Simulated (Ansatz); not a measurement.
## Be chain started as a zigzag under tension and compression

Aim: how do moment and conductance of the Be chain started as a zigzag follow its length?

Program: Ansatz 0.2.0. Level of theory: DFT PBE, plane waves, PAW; relaxation of a chain's period, in the first sound run; inputs show where later runs differ. Results are calculated unless marked as measured.

This is a report of a sequence of runs, with most program output left out.

**1. The starting structure**

The cell holds 2 atoms: 2 Be. Its edges and angles: a = 9.000 Å, b = 7.500 Å, c = 3.221 Å, α = 90.0°, β = 90.0°, γ = 90.0°. Vacuum lies along a and b. The structure's axis is c.

**2. The relaxed wire**

Band widths follow the bond lengths, so the chain is relaxed first. The atoms and the third cell vector are free; the box across stays fixed as vacuum. Moments are seeded so that a magnetic state can form if it lies lower. A Fermi-Dirac smearing is set since the result may be a metal. The pressure printed is a third of the stress's trace over the whole box, vacuum included; only the stress along the axis is relaxed.

input.yaml reads:

```yaml
crystal:
  lattice:
    - [9.0, 0.0, 0.0]
    - [0.0, 7.5, 0.0]
    - [0.0, 0.0, 3.2209928187]
  atoms:
    - { symbol: Be, position: [0.452426882, 0.5, 0.0], spin: 0.5 }
    - { symbol: Be, position: [0.547573118, 0.5, 0.5], spin: 0.5 }
magnetization:
  spin_polarized: true
kpoints:
  mp_grid: { grid: [1, 1, 25] }
scf:
  occupations: { method: fermi_dirac, width: 0.05 }
hamiltonian:
  xc: pbe
relax:
  cell: { fix: [a, b, alpha, beta, gamma] }
  max_steps: 60
```

On the command line:

```bash
$ ansatz run input.yaml --threads 4 --pin off --max-ram 8192MiB --backend cpu --events-out ev --progress --plain --runs-dir out
```

Run time: 13 s. Hardware: 4 threads of Arm Neoverse V2, shared host; peak memory 0.42 GiB; 46 s of CPU time.

Relaxation path:

| step | energy less that of the first step (eV) | largest force component (eV/Å) | pressure (GPa) | volume (Å³) |
| --- | --- | --- | --- | --- |
| 1 | 0.0000 | 2.0511 | 1.16 | 217.42 |
| 2 | -0.3867 | 1.0992 | -0.04 | 213.44 |
| 3 | -0.6505 | 0.8327 | -0.53 | 203.99 |
| 4 | -0.9759 | 0.2272 | -1.55 | 193.38 |
| 5 | -1.2438 | 0.4980 | -1.81 | 182.51 |
| 6 | -1.5398 | 0.4200 | -1.65 | 171.79 |
| 7 | -1.8030 | 0.2277 | -1.21 | 161.20 |
| 8 | -1.9649 | 0.2630 | -0.55 | 150.33 |
| 9 | -1.9887 | 0.1380 | 0.13 | 146.41 |
| 10 | -1.9906 | 0.0040 | 0.08 | 145.78 |
| 11* | -1.9903 | 0.0041 | 0.08 | 145.78 |

Relaxation steps marked * repeat the geometry before them on a plane-wave basis chosen anew for their cell, so energy and pressure can jump there.

Forces are held to the 8 operations that the run works with; a distortion that breaks them can't arise in this run.

| cell as run | before | after | change |
| --- | --- | --- | --- |
| c (Å) | 3.221 | 2.160 | -32.9 % |

The atoms that moved most (Å, along periodic axes as changes of fractional coordinates times the final cell, across vacuum about the mean position):

| atom | dx | dy | dz | length |
| --- | --- | --- | --- | --- |
| Be1 | -0.449 | 0.000 | 0.000 | 0.449 |
| Be2 | 0.449 | 0.000 | 0.000 | 0.449 |

The relaxed structure:

```xyz
2
Lattice="9.0000 0.0000 0.0000 0.0000 7.5000 0.0000 0.0000 0.0000 2.1597" Properties=species:S:1:pos:R:3
Be    3.6227    3.7500    0.0000
Be    5.3773    3.7500    1.0799
```

Numbers from this step:

```yaml
energy_at_zero_smearing: -181.8967 eV
cell_length_along_the_wire: 2.160 Å
```

The cell's length comes to 2.160 Å with no moment. That is -33 % against the start, more than a small adjustment.

**3. At a strained period, period over the relaxed period 0.88, k-mesh 1×1×43**

This step: DFT PBE, plane waves, PAW; relaxation at a fixed period (Ansatz 0.2.0).

The period is set to 0.88 times the relaxed one and the atoms relax within it: the two rows can move towards or away from each other, so bond angles take up part of the strain.

The cell differs from the one that the last finished run ended in (c 2.160 → 1.901 Å).

input.yaml, the sections that differ from step 2:

```yaml
crystal:
  lattice:
    - [9.0, 0.0, 0.0]
    - [0.0, 7.5, 0.0]
    - [0.0, 0.0, 1.9005478181]
  atoms:
    - { symbol: Be, position: [0.402522054, 0.5, 0.0], spin: 0.5 }
    - { symbol: Be, position: [0.597477946, 0.5, 0.5], spin: 0.5 }
kpoints:
  mp_grid: { grid: [1, 1, 43] }
relax:
  max_steps: 40
# magnetization, scf, hamiltonian: as in step 2
```

The job ended after 3.6 s (4 threads; peak memory 0.35 GiB).

Relaxation path:

| step | energy less that of the first step (eV) | largest force component (eV/Å) |
| --- | --- | --- |
| 1 | 0.0000 | 0.4015 |
| 2 | -0.0094 | 0.2157 |
| 3 | -0.0134 | 0.0047 |
| 4 | -0.0134 | 0.0047 |

Forces are held to the 8 operations that the run works with; a distortion that breaks them can't arise in this run.

The atoms that moved most (Å):

| atom | dx | dy | dz | length |
| --- | --- | --- | --- | --- |
| Be1 | -0.034 | 0.000 | 0.000 | 0.034 |
| Be2 | 0.034 | 0.000 | 0.000 | 0.034 |

Final coordinates:

```
Be
1.0
     9.00000    0.00000    0.00000
     0.00000    7.50000    0.00000
     0.00000    0.00000    1.90055
Be
2
Cartesian
  3.5887 3.7500 0.0000
  5.4113 3.7500 0.9503
```

Numbers from this step:

```
energy at zero smearing : -181.5124 eV
total moment            : 0.2650 μB
absolute moment         : 0.2650 μB
```

The relaxation ends 6.7 meV an atom lower, with a largest force component of 0.0047 eV/Å.

**4. The chain at a fixed length, period over the relaxed period 0.88, k-mesh 1×1×43**

This step: DFT PBE, plane waves, PAW; channels and complex bands of a perfect chain (Ansatz 0.2.0).

The period is set to 0.88 times the relaxed one: the two rows can move towards or away from each other, so bond angles take up part of the strain.

input.yaml, the sections that differ from step 3:

```yaml
crystal:
  lattice:
    - [9.0, 0.0, 0.0]
    - [0.0, 7.5, 0.0]
    - [0.0, 0.0, 1.9005478181]
  atoms:
    - { symbol: Be, position: [0.3987476001, 0.5, 0.0], spin: 0.5 }
    - { symbol: Be, position: [0.6012523999, 0.5, 0.5], spin: 0.5 }
output:
  transmission:
    e_range: [-2, 2]
    de: 0.035
    kmesh: [1, 1]
    reduced_basis: true
    leads: [[0, 0]]
  stress: true
# magnetization, kpoints, scf, hamiltonian: as in step 3
# relax: removed
```

It took 25 s on 4 threads; peak memory 0.54 GiB; 79 s of CPU time.

Numbers from this step:

* energy at zero smearing: -181.5123 eV
* total moment: 0.2651 μB
* absolute moment: 0.2651 μB
* channels at the energy nearest the Fermi level, spin up: 4
* channels at the energy nearest the Fermi level, spin down: 3
* conductance of the lead as this run defines it: 3.504 G₀
* band gap: 0 eV

Table of open channels of the lead by energy, zero at the Fermi level:

| energy (eV) | spin up | spin down |
| --- | --- | --- |
| -2.000 | 2 | 1 |
| -1.790 | 2 | 2 |
| -1.615 | 2 | 2 |
| -1.405 | 2 | 2 |
| -1.195 | 2 | 2 |
| -0.985 | 2 | 2 |
| -0.810 | 2 | 2 |
| -0.600 | 3 | 3 |
| -0.390 | 3 | 3 |
| -0.215 | 4 | 3 |
| -0.005 | 4 | 3 |
| 0.205 | 4 | 4 |
| 0.415 | 2 | 4 |
| 0.590 | 2 | 4 |
| 0.800 | 2 | 2 |
| 1.010 | 2 | 2 |
| 1.185 | 2 | 2 |
| 1.395 | 2 | 2 |
| 1.605 | 2 | 2 |
| 1.815 | 2 | 2 |

At the computed energy nearest the Fermi level there are 4 spin-up and 3 spin-down channels, and the thermal average gives 3.50 G₀.

**5. At a strained period, period over the relaxed period 0.92, k-mesh 1×1×41**

This step: DFT PBE, plane waves, PAW; relaxation at a fixed period (Ansatz 0.2.0).

The period is set to 0.92 times the relaxed one and the atoms relax within it: the two rows can move towards or away from each other, so bond angles take up part of the strain.

The cell differs from the one that the last finished run ended in (c 1.901 → 1.987 Å).

input.yaml, the sections that differ from step 4:

```yaml
crystal:
  lattice:
    - [9.0, 0.0, 0.0]
    - [0.0, 7.5, 0.0]
    - [0.0, 0.0, 1.9869363553]
  atoms:
    - { symbol: Be, position: [0.402522054, 0.5, 0.0], spin: 0.5 }
    - { symbol: Be, position: [0.597477946, 0.5, 0.5], spin: 0.5 }
kpoints:
  mp_grid: { grid: [1, 1, 41] }
relax:
  max_steps: 40
# magnetization, scf, hamiltonian: as in step 4
# output: removed
```

Run time: 4 s. Hardware: 4 threads; peak memory 0.36 GiB.

The steps of the relaxation:

| step | energy less that of the first step (eV) | largest force component (eV/Å) |
| --- | --- | --- |
| 1 | 0.0000 | 0.2221 |
| 2 | -0.0031 | 0.1137 |
| 3 | -0.0043 | 0.0039 |
| 4 | -0.0043 | 0.0039 |

Forces are held to the 8 operations that the run works with; a distortion that breaks them can't arise in this run.

The atoms that moved most (Å):

| atom | dx | dy | dz | length |
| --- | --- | --- | --- | --- |
| Be1 | -0.020 | 0.000 | 0.000 | 0.020 |
| Be2 | 0.020 | 0.000 | 0.000 | 0.020 |

The relaxed structure:

```xyz
2
Lattice="9.0000 0.0000 0.0000 0.0000 7.5000 0.0000 0.0000 0.0000 1.9869" Properties=species:S:1:pos:R:3
Be    3.6032    3.7500    0.0000
Be    5.3968    3.7500    0.9935
```

The relaxation ends 2.2 meV an atom lower, with a largest force component of 0.0039 eV/Å. No moment survives the cycle: this start ends non-magnetic.

**6. The chain at a fixed length, period over the relaxed period 0.92, k-mesh 1×1×41**

This step: DFT PBE, plane waves, PAW; channels and complex bands of a perfect chain (Ansatz 0.2.0).

The period is set to 0.92 times the relaxed one: the two rows can move towards or away from each other, so bond angles take up part of the strain.

input.yaml, the sections that differ from step 5:

```yaml
crystal:
  lattice:
    - [9.0, 0.0, 0.0]
    - [0.0, 7.5, 0.0]
    - [0.0, 0.0, 1.9869363553]
  atoms:
    - { symbol: Be, position: [0.4003543991, 0.5, 0.0], spin: 0.5 }
    - { symbol: Be, position: [0.5996456009, 0.5, 0.5], spin: 0.5 }
output:
  transmission:
    e_range: [-2, 2]
    de: 0.035
    kmesh: [1, 1]
    reduced_basis: true
    leads: [[0, 0]]
  stress: true
# magnetization, kpoints, scf, hamiltonian: as in step 5
# relax: removed
```

The job ended after 23 s (4 threads; peak memory 0.48 GiB; 75 s of CPU time).

At the computed energy nearest the Fermi level there are 3 spin-up and 3 spin-down channels, and the thermal average gives 3.17 G₀.

Between step 4 and this run (period over the relaxed period 0.92 and k-mesh 1×1×41) the value for the conductance of the lead as this run defines it moves from 3.50 G₀ to 3.17 G₀ (-10 %).

**7. At a strained period, period over the relaxed period 0.96, k-mesh 1×1×39**

This step: DFT PBE, plane waves, PAW; relaxation at a fixed period (Ansatz 0.2.0).

The period is set to 0.96 times the relaxed one and the atoms relax within it: the two rows can move towards or away from each other, so bond angles take up part of the strain.

The cell differs from the one that the last finished run ended in (c 1.987 → 2.073 Å).

input.yaml, the sections that differ from step 6:

```yaml
crystal:
  lattice:
    - [9.0, 0.0, 0.0]
    - [0.0, 7.5, 0.0]
    - [0.0, 0.0, 2.0733248925]
  atoms:
    - { symbol: Be, position: [0.402522054, 0.5, 0.0], spin: 0.5 }
    - { symbol: Be, position: [0.597477946, 0.5, 0.5], spin: 0.5 }
kpoints:
  mp_grid: { grid: [1, 1, 39] }
relax:
  max_steps: 40
# magnetization, scf, hamiltonian: as in step 6
# output: removed
```

Wall time 3.7 s (4 threads); peak memory 0.35 GiB.

Step by step:

| step | energy less that of the first step (eV) | largest force component (eV/Å) |
| --- | --- | --- |
| 1 | 0.0000 | 0.1046 |
| 2 | -0.0008 | 0.0493 |
| 3 | -0.0010 | 0.0011 |
| 4 | -0.0010 | 0.0011 |

Forces are held to the 8 operations that the run works with; a distortion that breaks them can't arise in this run.

Final coordinates:

```cif
data_structure
_symmetry_space_group_name_H-M 'P 1'
_symmetry_Int_Tables_number 1
_cell_length_a 9.0000
_cell_length_b 7.5000
_cell_length_c 2.0733
_cell_angle_alpha 90.000
_cell_angle_beta 90.000
_cell_angle_gamma 90.000
_cell_volume 139.95
loop_
_atom_site_label
_atom_site_type_symbol
_atom_site_fract_x
_atom_site_fract_y
_atom_site_fract_z
_atom_site_occupancy
Be1 Be 0.40148 0.50000 0.00000 1
Be2 Be 0.59852 0.50000 0.50000 1
```

The relaxation ends 0.5 meV an atom lower, with a largest force component of 0.0011 eV/Å. No moment survives the cycle: this start ends non-magnetic.

**8. The chain at a fixed length, period over the relaxed period 0.96, k-mesh 1×1×39**

This step: DFT PBE, plane waves, PAW; channels and complex bands of a perfect chain (Ansatz 0.2.0).

The period is set to 0.96 times the relaxed one: the two rows can move towards or away from each other, so bond angles take up part of the strain.

input.yaml, the sections that differ from step 7:

```yaml
crystal:
  lattice:
    - [9.0, 0.0, 0.0]
    - [0.0, 7.5, 0.0]
    - [0.0, 0.0, 2.0733248925]
  atoms:
    - { symbol: Be, position: [0.4014830759, 0.5, 0.0], spin: 0.5 }
    - { symbol: Be, position: [0.5985169241, 0.5, 0.5], spin: 0.5 }
output:
  transmission:
    e_range: [-2, 2]
    de: 0.035
    kmesh: [1, 1]
    reduced_basis: true
    leads: [[0, 0]]
  stress: true
# magnetization, kpoints, scf, hamiltonian: as in step 7
# relax: removed
```

Run time: 25 s. Hardware: 4 threads; peak memory 0.46 GiB.

At the computed energy nearest the Fermi level there are 3 spin-up and 3 spin-down channels, and the thermal average gives 3.00 G₀.

Between step 4 and this run (period over the relaxed period 0.96 and k-mesh 1×1×39) the value for the conductance of the lead as this run defines it moves from 3.50 G₀ to 3.00 G₀ (-14 %).

**9. Strain along the wire, period over the relaxed period 1, k-mesh 1×1×38**

This step: DFT PBE, plane waves, PAW; relaxation at a fixed period (Ansatz 0.2.0).

The period is set to 1.0 times the relaxed one and the atoms relax within it, as the point of reference.

input.yaml, the sections that differ from step 8:

```yaml
crystal:
  lattice:
    - [9.0, 0.0, 0.0]
    - [0.0, 7.5, 0.0]
    - [0.0, 0.0, 2.1597134297]
  atoms:
    - { symbol: Be, position: [0.402522054, 0.5, 0.0], spin: 0.5 }
    - { symbol: Be, position: [0.597477946, 0.5, 0.5], spin: 0.5 }
kpoints:
  mp_grid: { grid: [1, 1, 38] }
relax:
  max_steps: 40
# magnetization, scf, hamiltonian: as in step 8
# output: removed
```

Run time: 2.7 s. Hardware: 4 threads; peak memory 0.36 GiB; 9.9 s of CPU time.

No atom moved by 0.005 Å in the relaxation.

The starting moments have collapsed: the run ends non-magnetic.

**10. The chain at a fixed length, period over the relaxed period 1, k-mesh 1×1×38**

This step: DFT PBE, plane waves, PAW; channels and complex bands of a perfect chain (Ansatz 0.2.0).

The period is set to 1.0 times the relaxed one, as the point of reference.

input.yaml, the sections that differ from step 9:

```yaml
crystal:
  lattice:
    - [9.0, 0.0, 0.0]
    - [0.0, 7.5, 0.0]
    - [0.0, 0.0, 2.1597134297]
  atoms:
    - { symbol: Be, position: [0.4024224086, 0.5, 0.0], spin: 0.5 }
    - { symbol: Be, position: [0.5975775914, 0.5, 0.5], spin: 0.5 }
output:
  transmission:
    e_range: [-2, 2]
    de: 0.035
    kmesh: [1, 1]
    reduced_basis: true
    leads: [[0, 0]]
  stress: true
# magnetization, kpoints, scf, hamiltonian: as in step 9
# relax: removed
```

Elapsed: 25 s, on 4 threads; peak memory 0.46 GiB; 78 s of CPU time.

Open channels of the lead against energy, zero at the Fermi level:

| energy (eV) | spin up | spin down |
| --- | --- | --- |
| -2.000 | 1 | 1 |
| -1.895 | 1 | 1 |
| -1.790 | 1 | 1 |
| -1.685 | 2 | 2 |
| -1.615 | 2 | 2 |
| -1.510 | 2 | 2 |
| -1.405 | 2 | 2 |
| -1.300 | 2 | 2 |
| -1.195 | 2 | 2 |
| -1.090 | 2 | 2 |
| -0.985 | 2 | 2 |
| -0.915 | 2 | 2 |
| -0.810 | 2 | 2 |
| -0.705 | 2 | 2 |
| -0.600 | 2 | 2 |
| -0.495 | 2 | 2 |
| -0.390 | 3 | 3 |
| -0.285 | 3 | 3 |
| -0.215 | 3 | 3 |
| -0.110 | 3 | 3 |
| -0.005 | 3 | 3 |
| 0.100 | 3 | 3 |
| 0.205 | 3 | 3 |
| 0.310 | 1 | 1 |
| 0.415 | 2 | 2 |
| 0.485 | 2 | 2 |
| 0.590 | 2 | 2 |
| 0.695 | 2 | 2 |
| 0.800 | 2 | 2 |
| 0.905 | 2 | 2 |
| 1.010 | 2 | 2 |
| 1.115 | 2 | 2 |
| 1.185 | 2 | 2 |
| 1.290 | 2 | 2 |
| 1.395 | 2 | 2 |
| 1.500 | 2 | 2 |
| 1.605 | 2 | 2 |
| 1.710 | 2 | 2 |
| 1.815 | 2 | 2 |
| 1.885 | 2 | 2 |

At the computed energy nearest the Fermi level there are 3 spin-up and 3 spin-down channels, and the thermal average gives 3.00 G₀.

**11. At a strained period, period over the relaxed period 1.04, k-mesh 1×1×36**

This step: DFT PBE, plane waves, PAW; relaxation at a fixed period (Ansatz 0.2.0).

The period is set to 1.04 times the relaxed one and the atoms relax within it: the two rows can move towards or away from each other, so bond angles take up part of the strain.

The cell differs from the one that the last finished run ended in (c 2.160 → 2.246 Å).

input.yaml, the sections that differ from step 10:

```yaml
crystal:
  lattice:
    - [9.0, 0.0, 0.0]
    - [0.0, 7.5, 0.0]
    - [0.0, 0.0, 2.2461019668]
  atoms:
    - { symbol: Be, position: [0.402522054, 0.5, 0.0], spin: 0.5 }
    - { symbol: Be, position: [0.597477946, 0.5, 0.5], spin: 0.5 }
kpoints:
  mp_grid: { grid: [1, 1, 36] }
relax:
  max_steps: 40
# magnetization, scf, hamiltonian: as in step 10
# output: removed
```

Elapsed: 4.6 s, on 4 threads; peak memory 0.36 GiB; 17 s of CPU time.

The relaxation ends 0.3 meV an atom lower, with a largest force component of 3.4e-4 eV/Å.

**12. At a set period, period over the relaxed period 1.04, k-mesh 1×1×36**

This step: DFT PBE, plane waves, PAW; channels and complex bands of a perfect chain (Ansatz 0.2.0).

The period is set to 1.04 times the relaxed one: the two rows can move towards or away from each other, so bond angles take up part of the strain.

input.yaml, the sections that differ from step 11:

```yaml
crystal:
  lattice:
    - [9.0, 0.0, 0.0]
    - [0.0, 7.5, 0.0]
    - [0.0, 0.0, 2.2461019668]
  atoms:
    - { symbol: Be, position: [0.4033686309, 0.5, 0.0], spin: 0.5 }
    - { symbol: Be, position: [0.5966313691, 0.5, 0.5], spin: 0.5 }
output:
  transmission:
    e_range: [-2, 2]
    de: 0.035
    kmesh: [1, 1]
    reduced_basis: true
    leads: [[0, 0]]
  stress: true
# magnetization, kpoints, scf, hamiltonian: as in step 11
# relax: removed
```

Elapsed: 25 s, on 4 threads; peak memory 0.46 GiB.

At the computed energy nearest the Fermi level there are 3 spin-up and 3 spin-down channels, and the thermal average gives 3.00 G₀. The change of length costs 0.033 eV a cell and leaves no moment.

Between step 4 and this run (period over the relaxed period 1.04 and k-mesh 1×1×36) the value for the conductance of the lead as this run defines it moves from 3.50 G₀ to 3.00 G₀ (-14 %).

**13. Strain along the wire, period over the relaxed period 1.08, k-mesh 1×1×35**

This step: DFT PBE, plane waves, PAW; relaxation at a fixed period (Ansatz 0.2.0).

The period is set to 1.08 times the relaxed one and the atoms relax within it: the two rows can move towards or away from each other, so bond angles take up part of the strain.

The cell differs from the one that the last finished run ended in (c 2.246 → 2.332 Å).

input.yaml, the sections that differ from step 12:

```yaml
crystal:
  lattice:
    - [9.0, 0.0, 0.0]
    - [0.0, 7.5, 0.0]
    - [0.0, 0.0, 2.332490504]
  atoms:
    - { symbol: Be, position: [0.402522054, 0.5, 0.0], spin: 0.5 }
    - { symbol: Be, position: [0.597477946, 0.5, 0.5], spin: 0.5 }
kpoints:
  mp_grid: { grid: [1, 1, 35] }
relax:
  max_steps: 40
# magnetization, scf, hamiltonian: as in step 12
# output: removed
```

Wall time 4.2 s (4 threads); peak memory 0.36 GiB; 16 s of CPU time.

The relaxation ends 1.8 meV an atom lower, with a largest force component of 0.0027 eV/Å.

(Continued in part 2 of 2.)

[Logs are printed without paths, hosts, clocks, repeated set-up lines and the standing remarks that a program may print on its own settings, such as how far it seeks lower states.]

[Hosts, paths, dates, database ids (printed as entryN), source tags and the programs' standing remarks are cut or masked in the printed files.]
